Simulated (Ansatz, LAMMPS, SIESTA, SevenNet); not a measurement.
# Scaling test on amorphous Zn13Cd21Se12S22

Single points at Γ on cells of 68, 136, 204, 340 and 476 atoms, calculated with Ansatz 0.2.0, SIESTA 5.4.2 and SevenNet 0.

Smallest cell: 68 atoms (13 Zn, 21 Cd, 12 Se, 22 S) placed at random at 4.7 g/cm³, melted at 2500 K for 10 ps at fixed volume with the Stillinger-Weber II-VI potential (Zhou et al., Phys. Rev. B 88, 085309 (2013)). Quenched from 2500 K to 300 K at 100 K/ps and fixed volume, annealed at 700 K for 50 ps, held 5 ps.

Largest cell: 476 atoms (91 Zn, 147 Cd, 84 Se, 154 S) placed at random at 4.7 g/cm³, melted at 2500 K for 10 ps at fixed volume with the Stillinger-Weber II-VI potential (Zhou et al., Phys. Rev. B 88, 085309 (2013)). Quenched from 2500 K to 300 K at 100 K/ps and fixed volume, annealed at 700 K for 50 ps, held 5 ps.

The programs:
- SIESTA: numerical atomic orbitals, whose automatically made sets are far from complete, with PseudoDojo norm-conserving potentials that we converted to its format (checked against plane waves on the same files for H, C, O, Si, Ge and Ca alone); labels give functional, basis size, energy shift and mesh cutoff.
- SevenNet: machine-learned potential, published weights.
- Ansatz: Kohn-Sham DFT, PBE, PAW, PAW set soft_2, the reference where it ran.

CPU time (Arm Neoverse N1, shared host; 4 to 16 cores a run):

```csv
method,68 atoms,136 atoms,204 atoms,340 atoms,476 atoms
Ansatz plane waves,4.7 min,25 min,72 min,-,-
Ansatz support functions,-,-,-,3.1 h,-
"SIESTA PBE, SZ, shift 0.02 Ry, mesh 350 Ry",4.1 min,-,-,-,-
"SIESTA PBE, DZP, shift 0.01 Ry, mesh 350 Ry",7.4 min,23 min,60 min,-,-
SevenNet 0 potential,14 s,14 s,15 s,17 s,19 s
```

Peak memory (GiB):

```csv
method,68 atoms,136 atoms,204 atoms,340 atoms,476 atoms
Ansatz plane waves,2.8,7.8,15,-,-
Ansatz support functions,-,-,-,12,-
"SIESTA PBE, SZ, shift 0.02 Ry, mesh 350 Ry",1.2,-,-,-,-
"SIESTA PBE, DZP, shift 0.01 Ry, mesh 350 Ry",1.8,2.8,3.8,-,-
SevenNet 0 potential,0.7,0.9,1.1,1.5,1.8
```

Force difference from the reference run of the same size, per cent of its r.m.s. force:

```csv
method,68 atoms,136 atoms,204 atoms,340 atoms,476 atoms
Ansatz plane waves,ref.,ref.,ref.,-,-
Ansatz support functions,-,-,-,ref.,-
"SIESTA PBE, SZ, shift 0.02 Ry, mesh 350 Ry",130,-,-,-,-
"SIESTA PBE, DZP, shift 0.01 Ry, mesh 350 Ry",30,24,28,-,-
SevenNet 0 potential,28,27,32,27,-
```

CPU time is summed over cores on a shared host, where runs went side by side, so it is rough. Symmetry, cutoffs, thresholds, outputs and thread counts weren't matched or tuned between programs; memory under MPI is the largest rank's times the ranks.

A dash marks a run that wasn't made or didn't finish, or, in the force table, a size without a reference.

Each size is a configuration of its own, and Γ sampling tightens with size. Machine-learned potentials mimic data converged in k, so the reference's own k-point error enters their differences. The quench rate of 100 K/ps is many orders above laboratory rates, so the cell is likely richer in defects and strain than a real sample. The network of bonds at the start is that of the classical potential that made the cell, and needn't be the one that DFT or experiment would give.

[Logs are printed without paths, hosts, clocks, repeated set-up lines and the standing remarks that a program may print on its own settings, such as how far it seeks lower states.]

[Hosts, paths, dates, database ids (printed as entryN), source tags and the programs' standing remarks are cut or masked in the printed files.]
